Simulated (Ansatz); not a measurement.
# BeHg (hypothetical, Pm-3m): phonons against volume, part 2 of 3

Which modes of BeHg (hypothetical) drive its thermal expansion? The crystal structure is hypothetical: it was made by swapping elements on a known structure type.

Ansatz 0.2.0; DFT PBEsol, scalar-relativistic, plane waves, PAW.

So far. Step 2 (Probe on a coarse mesh): The start is under 22 GPa at this level and looks like a metal on this mesh. Step 5 (Relaxing to small residual forces and stress): The residual pressure is -0.0025 GPa, small enough for phonons.

## Step 6: Lattice dynamics at this volume, V/V0 1

The same q-mesh and k-mesh are kept at every volume, so that much of their error can cancel in the differences.

The input, input.yaml:

```yaml
crystal:
  lattice:
    - [3.0856973041, 0.0, 0.0]
    - [0.0, 3.0856973041, 0.0]
    - [0.0, 0.0, 3.0856973041]
  atoms:
    - { symbol: Be, position: [0.5, 0.5, 0.5] }
    - { symbol: Hg, position: [0.0, 0.0, 0.0] }
kpoints:
  mp_grid: { grid: [16, 16, 16] }
hamiltonian:
  xc: pbesol
scf:
  occupations: { method: methfessel_paxton, width: 0.15 }
output:
  eigenvalues: true
phonons:
  method: dfpt
  qmesh: [4, 4, 4]
  temperatures: { t_max: 1000, t_step: 50 }
  qpath:
    path:
      - [[0.0, 0.0, 0.0], [0.0, 0.5, 0.0], [0.5, 0.5, 0.0], [0.0, 0.0, 0.0], [0.5, 0.5, 0.5], [0.0, 0.5, 0.0]]
      - [[0.5, 0.5, 0.5], [0.5, 0.5, 0.0]]
    npoints: 10
```

Started as:

```console
> ansatz run input.yaml --threads 4 --pin off --max-ram 8192MiB --backend cpu --events-out ev --progress --plain --runs-dir out
```

Numbers of over 12 decimals in the logs are rounded to 6 here.

The program printed:

```text
[...]
Crystal: 2 atoms, lattice volume = 29.381 Å³
Basis set: ecut = 420 eV, 587 PW (Γ), exchange–correlation on 48×48×48 points (8 copies of the dense FFT grid, shifted against one another)
Bands: 15, of which v1, the nominal top of the filled ones, is band 11 counted from 1 (10 counted from 0)
Symmetry: 48 space group operations
k-points: 165 of 4096
[...]
SCF iter   1: F=—  HF=-13757.475750 eV  |F-HF|=—  |Δ(HF+E_count)|=         —  Δρ=4.39e-3  dr2=5.30e-3  ethr=1.77e-3  ⟨swp⟩=5.0  Hψ=12422  notcnv=0
[...]
SCF iter   7: F=-13757.473946 eV  HF=-13757.473946 eV  |F-HF|=3.64e-12  |Δ(HF+E_count)|=  1.75e-10  S|Δr|=    0.00e0  Δρ=1.40e-7  dr2=8.85e-13  ethr=1.00e-12  ⟨swp⟩=4.3  Hψ=12010  notcnv=0
SCF 1 converged in 7 iterations: F = -13757.473946 eV  dr2 = 8.85e-13
[...]
SCF iter   1: F=—  HF=-13757.473947 eV  |F-HF|=—  |Δ(HF+E_count)|=         —  Δρ=1.73e-7  dr2=1.76e-12  ethr=1.30e-8  ⟨swp⟩=3.0  Hψ=19438  notcnv=0
eigensolver tolerance schedule: the retry pair's looser diagonalisation over-reported the residual by 1629164.25 of it (diagonalisation noise at an unbounded share of the residual, at the tolerance the schedule requests for it); recorded, not acted on — ethr = c·dr2/N_el stays at c = 1.0e-1
[...]
SCF iter   2: F=—  HF=-13757.473946 eV  |F-HF|=—  |Δ(HF+E_count)|=   7.56e-7  S|Δr|=    0.00e0  Δρ=8.46e-8  dr2=8.61e-13  ethr=1.00e-12  ⟨swp⟩=5.4  Hψ=9410  notcnv=0
SCF iter   3: F=-13757.473946 eV  HF=-13757.473946 eV  |F-HF|=0.00e0  |Δ(HF+E_count)|=  7.28e-12  S|Δr|=    0.00e0  Δρ=3.87e-8  dr2=1.18e-13  ethr=1.00e-12  ⟨swp⟩=1.0  Hψ=5616  notcnv=0
SCF 2 converged in 3 iterations: F = -13757.473946 eV  dr2 = 1.18e-13
phonons: the bands overlap, so this run is a metal and interpolates without the dipole-dipole term. If the crystal is really an insulator or semiconductor, its LO-TO splitting is missing
NSCF: frozen V_eff on 165 k-points
[...]
DFPT response loops at q = (0, 0, 0) (fractional): preconditioner auto → Kerker (q_TF=auto, 2.600 Å⁻¹) (partly filled bands, converged f_vac=0.000); β = 1.00, the filter's whole step (`scf.mixing.beta` (0.50) is not read by the response loops under this deck's `scf.mixing.preconditioner`; to damp them name `kerker` or `kerker_dos`, under which they read `scf.mixing.beta`, and type it under 1.00, their step now; both keys bind the ground state too); Broyden in place of MSR1
[...]
SCF converged after 7 iterations
[...]
Free energy (F): -13757.473946 eV
[...]
Internal energy: -13757.474345 eV  (E = F + TS)
E sigma→0 (E₀):  -13757.474046 eV
Entropy (-TS):   0.000399 eV (0.200 meV/atom)
Fermi energy:    15.564283 eV
[...]
--- Band table (eV; the first three rows and the last of 165) ---
  k-point 0: bands = [... 7 lower, 7.9995, 7.9995, 7.9995, 18.0218, 18.0218, 18.0218, 23.3630, 25.5244]
  k-point 1: bands = [... 7 lower, 7.9673, 7.9673, 8.0021, 17.6377, 18.1195, 18.1195, 23.4880, 25.4733]
  k-point 2: bands = [... 7 lower, 7.8775, 7.8775, 8.0097, 16.7022, 18.4055, 18.4055, 23.6766, 25.3274]
  k-point 164: bands = [... 7 lower, 8.7098, 8.7098, 17.1076, 17.1076, 17.1076, 17.1626, 17.3694, 18.2713]
--- Phonons (Γ-DFPT): 2 representative perturbations + reference (Σ response iterations 5) ---
  ASR residual: 1.016e-4 → 0.000e0 eV/Å²; symmetrization residual: 1.084e-7 eV/Å²
  ASR residual per site (eV/Å²): 1.72e-6 1.02e-4
  Γ frequencies (cm⁻¹): 0.00 0.00 0.00 207.56 207.56 207.56
--- Phonons (arbitrary-q DFPT): 10 irreducible q on the 4×4×4 mesh ---
  q = [0.0000, 0.0000, 0.0000] (star 1, of the zone-centre solve; hermiticity 1.59e-7, symmetrization 1.11e-11): -0.00 0.00 0.00 207.56 207.56 207.56
  q = [0.0000, 0.0000, 0.2500] (star 6, 4 solved perturbations in 4032 linear systems a pass and spin channel, the states on 1296 of 4096 k-point pairs; hermiticity 6.75e-7, symmetrization 1.89e-13): 18.12 18.12 74.43 195.31 195.31 215.35
[...]
q = [0.0000, 0.2500, -0.5000] (star 12, 6 solved perturbations on 1296 of 4096 k-point pairs; hermiticity 1.86e-7, symmetrization 2.51e-14): 21.26 40.67 69.63 225.38 230.87 236.52
[...]
sum rule: each row above includes the acoustic sum rule's correction from the zone centre's row sums; it moved no ω² by more than (0.37 cm⁻¹)²
  mesh force constants: q→R imaginary residual 3.65e-18; ASR residual 1.016e-4 → 0.000e0 eV/Å²; symmetrization residual 2.665e-15 eV/Å²
  interpolated dispersion: 62 rows × 6 modes
  density of states and harmonic sums: on the 20×20×20 q-mesh, interpolated from the force constants of a 4×4×4 supercell (no non-analytic term)
  largest difference from the sums on the solved wave vectors: F 2.88e-2 eV, S 3.89e-5 and C_V 1.01e-5 eV/K
  zero-point energy: 0.044990 eV/cell   skipped modes (ω ≤ 0): 282, of them read as no rigid motion or as one in doubt: 279 (9.138e-1 modes/cell left out, lowest -89.92 cm⁻¹)   left out of the sums: 1.52e-1 of the cell's modes: C_V's classical limit lies that fraction below 3 k_B per atom; for a crystal, a wire or a layer, F and S can be off by more, and a phonons.interpolated_qmesh denser along its periods is the remedy for the sampling
```

Wall time 6.5 min (4 threads of Arm Neoverse V1, shared host); peak memory 2.3 GiB.

This step gave:

- Γ frequencies: 0, 0, 0, 207.6, 207.6, 207.6 cm⁻¹ (negative: imaginary)
- lowest frequency on the path: -89.92 cm⁻¹
- point group: m-3m
- highest frequency: 280.8 cm⁻¹

No LO-TO term. The phonon branches at the labelled points (cm⁻¹):

```csv
point,branch 1,branch 2,branch 3,branch 4,branch 5,branch 6
Γ,0,0,0,208,208,208
halfway,18,18,74,195,195,215
X,26,26,109,171,171,281
halfway,21,41,70,225,231,236
M,-80,-80,-14,221,221,256
halfway,-31,24,81,214,217,232
Γ,0,0,0,208,208,208
halfway,15,15,67,185,185,266
R,-90,-90,-90,88,88,88
halfway,-39,68,68,124,199,253
X,26,26,109,171,171,281
jump to R,-90,-90,-90,88,88,88
halfway,-81,-81,71,172,172,198
M,-80,-80,-14,221,221,256
```

The phonon branches as a text plot (rows in cm⁻¹):

```
    273 |      ***                      *               **
    258 |         *   ***              * **         ** *        *
    242 |     *    ***   ****                         *       **
    227 |    *      ***********      **    *       * *
    211 |****     **         ********                  *       **
    196 |  ***    *            **   ****          * *        **
    180 |     *  *                      *   *      *   **
    165 |      **                        **           * **  **
    150 |                                        **  *      *
    134 |                                  *               *
    119 |                                   **   *  *      *
    103 |     ****                              *      ***
     88 |    *    **         *               *******  *   **
     72 |   *             *** *        **          ***      **
     57 |                      *    ***  **       ** **
     41 |  *      ***           *          *      *    *      *
     26 | *  *******      *****  * *                  ****     *
     10 |****       **   *     ***     **            *          *
     -5 |             * *        ******          *
    -20 |            * *       **        ** *
    -36 |                  ****            *        *
    -51 |            **   *                 *    * *
    -67 |             * **                   *  * *       *
    -82 |              **                    *****        *******
         Γ      X      M          Γ            R        X|R     M
```

Tetrahedra on 20 20 20, mean over bins of 5 cm⁻¹. Table of phonon density of states by wavenumber; read off at these points:

```csv
wavenumber (cm⁻¹),phonon density of states (1/cm⁻¹/cell)
-92,0
-78,0.0113
-68,0.0117
-52,0.0111
-42,0.0103
-28,0.0133
-12,0.0107
-2,0.00832
12,0.0137
22,0.0406
28,0.0471
38,0.0235
48,0.0159
62,0.0161
72,0.0326
78,0.0303
88,0.0126
102,0.00505
112,0.00275
128,0.0037
142,0.00514
152,0.00637
168,0.00948
178,0.0177
192,0.0268
202,0.0499
218,0.0368
222,0.0385
232,0.0165
242,0.0207
252,0.0401
258,0.0290
268,0.0023
282,0
```

The modes has structure finer than the step of the table below, so its rows give means over 10 cm⁻¹, whole bins alone (the curve runs from -96.8 to 298 cm⁻¹). Peaks (cm⁻¹: height): Be -64.5: 0.0055, 203.6: 0.0431, 218.5: 0.0353, 253.3: 0.0344; Hg -17.3: 0.0150, 24.9: 0.0443, 77.0: 0.0292.

Phonopy on the run's constants, 19x19x19 mesh, Gaussian sigma 2.8 cm⁻¹. Modes against wavenumber; means over each step; values in 1/cm⁻¹/cell:

```csv
wavenumber (cm⁻¹),Be,Hg
-90,7.1e-4,2.2e-4
-80,0.00367,0.00409
-70,0.00427,0.00716
-60,0.00427,0.00849
-50,0.00228,0.00664
-40,0.00311,0.00945
-30,0.00277,0.0118
-20,0.00221,0.0131
-10,7.1e-4,0.00670
0,2.1e-4,0.00268
10,5.9e-4,0.00987
20,0.00111,0.0308
30,0.00217,0.0371
40,0.00167,0.0217
50,9.1e-4,0.0139
60,0.00116,0.0148
70,0.00139,0.0277
80,0.00115,0.0252
90,0.00116,0.0114
100,6.7e-4,0.00499
110,0.00168,0.00209
120,0.00157,8.8e-4
130,0.00287,0.00164
140,0.00331,0.00113
150,0.00475,0.00167
160,0.00578,0.00143
170,0.0103,0.00202
180,0.0161,0.00189
190,0.0230,0.00265
200,0.0358,0.00366
210,0.0320,0.00391
220,0.0320,0.00455
230,0.0213,0.00195
240,0.0186,7.2e-4
250,0.0299,0.00113
260,0.0209,8.9e-4
270,0.00340,7.6e-5
280,4.9e-4,3.0e-7
290,6.0e-6,0
```

No LO-TO term. Modes at Γ, with each element's share of the kinetic energy:

```csv
mode,frequency (cm⁻¹),symmetry,Be %,Hg %
1,0.0,T1u,4,96
2,0.0,T1u,4,96
3,0.0,T1u,4,96
4,207.6,T1u,96,4
5,207.6,T1u,96,4
6,207.6,T1u,96,4
```

Displacements in mode 6 (207.6 cm⁻¹), the largest set to 1:
```
Be1  0.00 -0.06  1.00
Hg2  0.00  0.00 -0.04
```

The lowest solved frequency is -89.9 cm⁻¹, so the cell is unstable here and gives no valid free energy.

## Step 7: Single point at a scaled cell, V/V0 1.015

Symmetry fixes every atom, so a single point at the scaled cell gives the energy and pressure of this member.

input.yaml, the sections that differ from step 6:

```yaml
crystal:
  lattice:
    - [3.1010492847, 0.0, 0.0]
    - [0.0, 3.1010492847, 0.0]
    - [0.0, 0.0, 3.1010492847]
  atoms:
    - { symbol: Be, position: [0.5, 0.5, 0.5] }
    - { symbol: Hg, position: [0.0, 0.0, 0.0] }
output:
  forces: true
  stress: true
  eigenvalues: true
# kpoints, hamiltonian, scf: as in step 6
# phonons: removed
```

The program printed:

```text
[...]
Crystal: 2 atoms, lattice volume = 29.821 Å³
Basis set: ecut = 420 eV, 587 PW (Γ), exchange–correlation on 48×48×48 points (8 copies of the dense FFT grid, shifted against one another)
Bands: 15, of which v1, the nominal top of the filled ones, is band 11 counted from 1 (10 counted from 0)
Symmetry: 48 space group operations
[...]
k-points: 165 of 4096
[...]
SCF iter   1: F=—  HF=-13757.473841 eV  |F-HF|=—  |Δ(HF+E_count)|=         —  Δρ=4.41e-3  dr2=5.49e-3  ethr=1.77e-3  ⟨swp⟩=5.0  Hψ=12445  notcnv=0
[...]
SCF iter   6: F=-13757.471924 eV  HF=-13757.471924 eV  |F-HF|=8.00e-11  |Δ(HF+E_count)|=   9.84e-9  S|Δr|=    0.00e0  Δρ=3.12e-6  dr2=1.16e-9  ethr=3.90e-10  ⟨swp⟩=2.1  Hψ=9053  notcnv=0
SCF 1 converged in 6 iterations: F = -13757.471924 eV  dr2 = 1.16e-9
[...]
SCF converged after 6 iterations
[...]
Free energy (F): -13757.471924 eV
[...]
Internal energy: -13757.472547 eV  (E = F + TS)
E sigma→0 (E₀):  -13757.472080 eV
Entropy (-TS):   0.000622 eV (0.311 meV/atom)
Fermi energy:    15.259495 eV
[...]
--- Stress (GPa, compression-positive) ---
       -1.446912       0.000000       0.000000
        0.000000      -1.446912       0.000000
        0.000000      -0.000000      -1.446912
  P = ⅓ Tr σ = -1.4469 GPa (-14.469 kbar)
--- Band table (eV; the first three rows and the last of 165) ---
  k-point 0: bands = [... 7 lower, 7.7468, 7.7468, 7.7468, 17.7308, 17.7308, 17.7308, 22.8977, 25.1537]
  k-point 1: bands = [... 7 lower, 7.7156, 7.7156, 7.7494, 17.3456, 17.8267, 17.8267, 23.0262, 25.1062]
  k-point 2: bands = [... 7 lower, 7.6288, 7.6288, 7.7567, 16.4107, 18.1075, 18.1075, 23.2241, 24.9704]
  k-point 164: bands = [... 7 lower, 8.4379, 8.4379, 16.8271, 16.8271, 16.8271, 16.8330, 16.9755, 17.9374]
```

Run time: 2 s. Hardware: 4 threads; peak memory 0.36 GiB; 5.3 s of CPU time.

This step gave:

```
pressure        : -1.447 GPa
volume per atom : 14.91 Å³
```

The run ends at a pressure of -1.45 GPa.

## Step 8: Lattice dynamics at this volume, V/V0 1.015

The same q-mesh and k-mesh are kept at every volume, so that much of their error can cancel in the differences.

input.yaml, the sections that differ from step 7:

```yaml
output:
  eigenvalues: true
phonons:
  method: dfpt
  qmesh: [4, 4, 4]
  temperatures: { t_max: 1000, t_step: 50 }
  qpath:
    path:
      - [[0.0, 0.0, 0.0], [0.0, 0.5, 0.0], [0.5, 0.5, 0.0], [0.0, 0.0, 0.0], [0.5, 0.5, 0.5], [0.0, 0.5, 0.0]]
      - [[0.5, 0.5, 0.5], [0.5, 0.5, 0.0]]
    npoints: 10
# crystal, kpoints, hamiltonian, scf: as in step 7
```

The program printed:

```text
[...]
Crystal: 2 atoms, lattice volume = 29.821 Å³
Basis set: ecut = 420 eV, 587 PW (Γ), exchange–correlation on 48×48×48 points (8 copies of the dense FFT grid, shifted against one another)
Bands: 15, of which v1, the nominal top of the filled ones, is band 11 counted from 1 (10 counted from 0)
Symmetry: 48 space group operations
k-points: 165 of 4096
[...]
k-point 164: bands = [... 7 lower, 8.4379, 8.4379, 16.8271, 16.8271, 16.8271, 16.8330, 16.9755, 17.9374]
[...]
ASR residual: 1.027e-4 → 0.000e0 eV/Å²; symmetrization residual: 1.212e-6 eV/Å²
  ASR residual per site (eV/Å²): 7.49e-6 1.03e-4
  Γ frequencies (cm⁻¹): 0.00 0.00 0.00 196.01 196.01 196.01
--- Phonons (arbitrary-q DFPT): 10 irreducible q on the 4×4×4 mesh ---
[...]
interpolated dispersion: 62 rows × 6 modes
[...]
[key lines of the parts left out:]
SCF converged after 7 iterations
Free energy (F): -13757.471924 eV
Fermi energy:    15.259495 eV
```

Elapsed: 6.6 min, on 4 threads; peak memory 2.3 GiB.

No LO-TO term. The phonon branches at the labelled points (cm⁻¹):

```csv
point,branch 1,branch 2,branch 3,branch 4,branch 5,branch 6
Γ,0,0,0,196,196,196
halfway,15,15,72,182,182,204
X,23,23,106,154,154,270
halfway,17,37,66,213,219,224
M,-82,-82,-18,210,210,244
halfway,-33,21,78,202,206,219
Γ,0,0,0,196,196,196
halfway,-15,-15,64,172,172,254
R,-114,-114,-114,85,85,85
halfway,-45,64,66,104,186,241
X,23,23,106,154,154,270
jump to R,-114,-114,-114,85,85,85
halfway,-88,-88,68,160,160,184
M,-82,-82,-18,210,210,244
```

The phonon branches as a text plot (rows in cm⁻¹):

```
    262 |      ***                                      **
    246 |         *   ****             ****         ** *        *
    230 |     *    ***    *                           *       **
    214 |    *      ***********      **    *       * *          *
    198 |****     **         ********                  *      **
    182 |   **    *             *   ****          * *        *
    166 |     *  *                      *   *      *   **    *
    150 |      **                        **           * **  *
    134 |                                        **  *      *
    118 |                                  *     *         *
    102 |      ***                          **  *   *  *** *
     86 |    **   **                         ******   *   **
     70 |   *             *****        **          ***      **
     54 |                      *    ***  **        * **
     38 |  *      ***           *          *      *    *      *
     22 |** ********       ***** * *                  * **     *
      6 |***        *     *     ***
    -10 |           ******      ** ******            *          *
    -26 |            *       ***         **
    -42 |            *     **               *    ** *
    -58 |             *   *                *       *
    -74 |             ****                  *    *              *
    -90 |                                    *  * *         ****
   -106 |                                    *****        **
         Γ      X      M          Γ            R        X|R     M
```

The lowest solved frequency is -114 cm⁻¹, so the cell is unstable here and gives no valid free energy. The highest zone-centre mode (no LO–TO term) moved by -5.6 % for a volume change of +1.5 %.

## Step 9: Single point at a scaled cell, V/V0 0.985

Symmetry fixes every atom, so a single point at the scaled cell gives the energy and pressure of this member.

The cell differs from the one that the last finished run ended in (a 3.101 → 3.070 Å, b 3.101 → 3.070 Å, c 3.101 → 3.070 Å).

input.yaml, the sections that differ from step 8:

```yaml
crystal:
  lattice:
    - [3.0701910258, 0.0, 0.0]
    - [0.0, 3.0701910258, 0.0]
    - [0.0, 0.0, 3.0701910258]
  atoms:
    - { symbol: Be, position: [0.5, 0.5, 0.5] }
    - { symbol: Hg, position: [0.0, 0.0, 0.0] }
output:
  forces: true
  stress: true
  eigenvalues: true
# kpoints, hamiltonian, scf: as in step 8
# phonons: removed
```

The program printed:

```text
[...]
Crystal: 2 atoms, lattice volume = 28.940 Å³
Basis set: ecut = 420 eV, 587 PW (Γ), exchange–correlation on 48×48×48 points (8 copies of the dense FFT grid, shifted against one another)
Bands: 15, of which v1, the nominal top of the filled ones, is band 11 counted from 1 (10 counted from 0)
Symmetry: 48 space group operations
[...]
k-points: 165 of 4096
[...]
--- Band table (eV; the first three rows and the last of 165) ---
  k-point 0: bands = [... 7 lower, 8.2596, 8.2596, 8.2596, 18.3211, 18.3211, 18.3211, 23.8420, 25.9059]
  k-point 1: bands = [... 7 lower, 8.2263, 8.2263, 8.2624, 17.9382, 18.4208, 18.4208, 23.9636, 25.8510]
  k-point 2: bands = [... 7 lower, 8.1334, 8.1334, 8.2702, 17.0021, 18.7121, 18.7121, 24.1423, 25.6944]
  k-point 164: bands = [... 7 lower, 8.9898, 8.9898, 17.3968, 17.3968, 17.3968, 17.5012, 17.7756, 18.6155]
[key lines of the parts left out:]
SCF converged after 6 iterations
Free energy (F): -13757.471815 eV
Fermi energy:    15.878828 eV
P = ⅓ Tr σ = 1.5732 GPa (15.732 kbar)
```

It took 1.2 s on 4 threads; peak memory 0.35 GiB.

The run ends at a pressure of 1.57 GPa.

## Step 10: Lattice dynamics at this volume, V/V0 0.985

Phonons at this volume give one point of F(V, T); meshes stay fixed along the series.

input.yaml, the sections that differ from step 9:

```yaml
output:
  eigenvalues: true
phonons:
  method: dfpt
  qmesh: [4, 4, 4]
  temperatures: { t_max: 1000, t_step: 50 }
  qpath:
    path:
      - [[0.0, 0.0, 0.0], [0.0, 0.5, 0.0], [0.5, 0.5, 0.0], [0.0, 0.0, 0.0], [0.5, 0.5, 0.5], [0.0, 0.5, 0.0]]
      - [[0.5, 0.5, 0.5], [0.5, 0.5, 0.0]]
    npoints: 10
# crystal, kpoints, hamiltonian, scf: as in step 9
```

The program printed:

```text
[...]
Crystal: 2 atoms, lattice volume = 28.940 Å³
Basis set: ecut = 420 eV, 587 PW (Γ), exchange–correlation on 48×48×48 points (8 copies of the dense FFT grid, shifted against one another)
Bands: 15, of which v1, the nominal top of the filled ones, is band 11 counted from 1 (10 counted from 0)
Symmetry: 48 space group operations
k-points: 165 of 4096
[...]
k-point 164: bands = [... 7 lower, 8.9898, 8.9898, 17.3967, 17.3967, 17.3967, 17.5012, 17.7756, 18.6155]
[...]
ASR residual: 8.416e-5 → 0.000e0 eV/Å²; symmetrization residual: 8.332e-8 eV/Å²
  ASR residual per site (eV/Å²): 1.03e-5 8.42e-5
  Γ frequencies (cm⁻¹): 0.00 0.00 0.00 219.22 219.22 219.22
--- Phonons (arbitrary-q DFPT): 10 irreducible q on the 4×4×4 mesh ---
[...]
interpolated dispersion: 62 rows × 6 modes
[...]
[key lines of the parts left out:]
SCF converged after 7 iterations
Free energy (F): -13757.471815 eV
Fermi energy:    15.878829 eV
```

The job ended after 6.3 min (4 threads; peak memory 2.3 GiB; 24 min of CPU time).

The lowest solved frequency is -77.9 cm⁻¹, so the cell is unstable here and gives no valid free energy. The highest zone-centre mode (no LO–TO term) moved by +5.6 % for a volume change of -1.5 %.

(Continued in part 3 of 3.)

[Logs are printed without paths, hosts, clocks, repeated set-up lines and the standing remarks that a program may print on its own settings, such as how far it seeks lower states.]

[Hosts, paths, dates, database ids (printed as entryN), source tags and the programs' standing remarks are cut or masked in the printed files.]

[A step with changed settings may run another functional than the one named; its input shows which.]


